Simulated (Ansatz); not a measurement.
Rows from a G0W0 calculation on Ga2S3 (Imm2) (Ansatz 0.2.0; G0W0 on LDA, plane waves, PAW; PAW set soft_1; 4×4×4 mesh, 456 empty bands, screening to 150 eV, PAW set soft_1 files), in eV. Spin-orbit coupling is left out.

| row | k | band | start | Σx | Σc at the solution | Vxc |
| --- | --- | --- | --- | --- | --- | --- |
| A | (-0.500, -0.500, -0.500) | c1 | 7.507 | -7.265 | -4.095 | -11.899 |
| B | Γ | v1 | 5.379 | -18.689 | 2.191 | -15.746 |
| C | Γ | c1 | 6.759 | -10.239 | -3.935 | -14.806 |
| D | Γ | c2 | 7.938 | -8.178 | -4.351 | -13.168 |
| E | (-0.500, -0.500, -0.500) | c2 | 7.748 | -10.568 | -4.357 | -15.653 |
| F | (-0.500, -0.500, -0.500) | v1 | 5.510 | -18.830 | 2.218 | -15.851 |

Q: Give the quasiparticle energies and the shift of each level.

The quasiparticle equation reads E = start + Σx + Σc(E) − Vxc.

| row | E (eV) | shift (eV) |
| --- | --- | --- |
| A | 8.046 | +0.539 |
| B | 4.627 | −0.752 |
| C | 7.389 | +0.631 |
| D | 8.577 | +0.639 |
| E | 8.476 | +0.728 |
| F | 4.748 | −0.761 |

The gap over the computed points goes from 1.25 eV to 2.64 eV.

Limits: not at the basis limit; no spin-orbit coupling.

[Runs of the session that timed out or met a known fault of the program may be left out.]

[Cells called generated may have been cut or substituted from an entry of the Crystallography Open Database or the Materials Project.]

[Hosts, paths, dates, database ids (printed as entryN), source tags and the programs' standing remarks are cut or masked in the printed files.]
